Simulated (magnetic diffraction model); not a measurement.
# MnSn2C6N6: what an assumed order does to the neutron pattern

Space group P-3 (no. 147), a = 7.2490 Å, c = 5.5420 Å.

```
site  atom       x       y       z
  2d    Sn     1/3     2/3  0.5523
  1a    Mn       0       0       0
  6g     N  0.6080  0.7261  0.3126
  6g     C  0.1600  0.9207  0.2005
```

The compound is invented for this exercise: a known structure type with other elements, its cell scaled to their sizes and not relaxed.

Only Mn is taken to order (form factors of Mn2+); orders and moment sizes are assumed, and not adapted to the symmetry. Radiation: neutrons of λ = 1.594 Å, 1.5° to 40°; isotropic B of 0.24 Å² (Sn), 0.36 Å² (Mn), 0.44 Å² (N) and 0.43 Å² (C). The intensities are simulated: I ∝ L Σ (|F_N|² + |F_M⊥|²) for unpolarised neutrons, with F_M = 2.695 fm/μB × Σ f(s) S exp(2πi Q·r) exp(−B s²) at Q = H ± k (one set where k and −k are equivalent), only the part normal to Q counting and L = 1/(sin²θ cos θ). For collinear order S is the moment m, which repeats by lattice and centring translations R with the sign exp(−2πi k·R). Form factors are spin-only for 3d ions and dipole or tabulated for f ions, scattering lengths are Sears's of 1992, and absorption is left out. A label names one of the reflections at its angle. The strongest nuclear line in the range is 100, and lines under 0.2 are left out.

Assume the order k = (0 1/2 1/2), collinear moments along [101], 4.74 μB on Mn.

Q: Where does magnetic intensity appear, and how strong is it?

| 2θ (°) | index | nuclear | magnetic |
| --- | --- | --- | --- |
| 11.01 | (0 1/2 1/2) | 0.0 | 12.9 |
| 14.59 | (1 0 0) | 3.5 | 0.0 |
| 15.10 | (-1 1/2 1/2) | 0.0 | 3.6 |
| 16.54 | (0 0 1) | 14.9 | 0.0 |
| 21.05 | (1 1/2 1/2) | 0.0 | 5.3 |
| 22.12 | (1 0 1) | 35.5 | 0.0 |
| 23.49 | (0 3/2 1/2) | 0.0 | 2.6 |
| 25.41 | (1 1 0) | 5.7 | 0.0 |
| 25.99 | (0 1/2 3/2) | 0.0 | 1.4 |
| 27.76 | (2 -1/2 1/2) | 0.0 | 1.5 |
| 28.02 | (1 -1/2 3/2) | 0.0 | 1.0 |
| 29.42 | (2 0 0) | 26.9 | 0.0 |
| 30.47 | (1 1 1) | 69.0 | 0.0 |
| 31.73 | (1 1/2 3/2) | 0.0 | 1.6 |
| 33.22 | (1 3/2 1/2) | 0.0 | 1.8 |
| 33.43 | (0 0 2) | 26.5 | 0.0 |
| 33.45 | (0 3/2 3/2) | 0.0 | 0.8 |
| 33.93 | (2 0 1) | 100.0 | 0.0 |
| 34.87 | (2 1/2 1/2) | 0.0 | 1.1 |
| 36.65 | (1 0 2) | 15.8 | 0.0 |
| 36.66 | (2 -1/2 3/2) | 0.0 | 0.8 |
| 37.98 | (0 5/2 1/2) | 0.0 | 0.7 |
| 39.25 | (2 1 0) | 34.2 | 0.0 |
| 39.46 | (3 -3/2 1/2) | 0.0 | 0.2 |

The strongest magnetic line in the range is (0 1/2 1/2) at 11.01° (12.9). On top of the Lorentz factor, which all lines share, magnetic lines fade with angle because f falls: for Mn2+ it is 0.90, 0.66, 0.41 and 0.12 at sin θ/λ = 0.1, 0.2, 0.3 and 0.5 Å⁻¹, while nuclear lengths stay constant. The order has no net moment.

[Logs are printed without paths, hosts, clocks, repeated set-up lines and the standing remarks that a program may print on its own settings, such as how far it seeks lower states.]
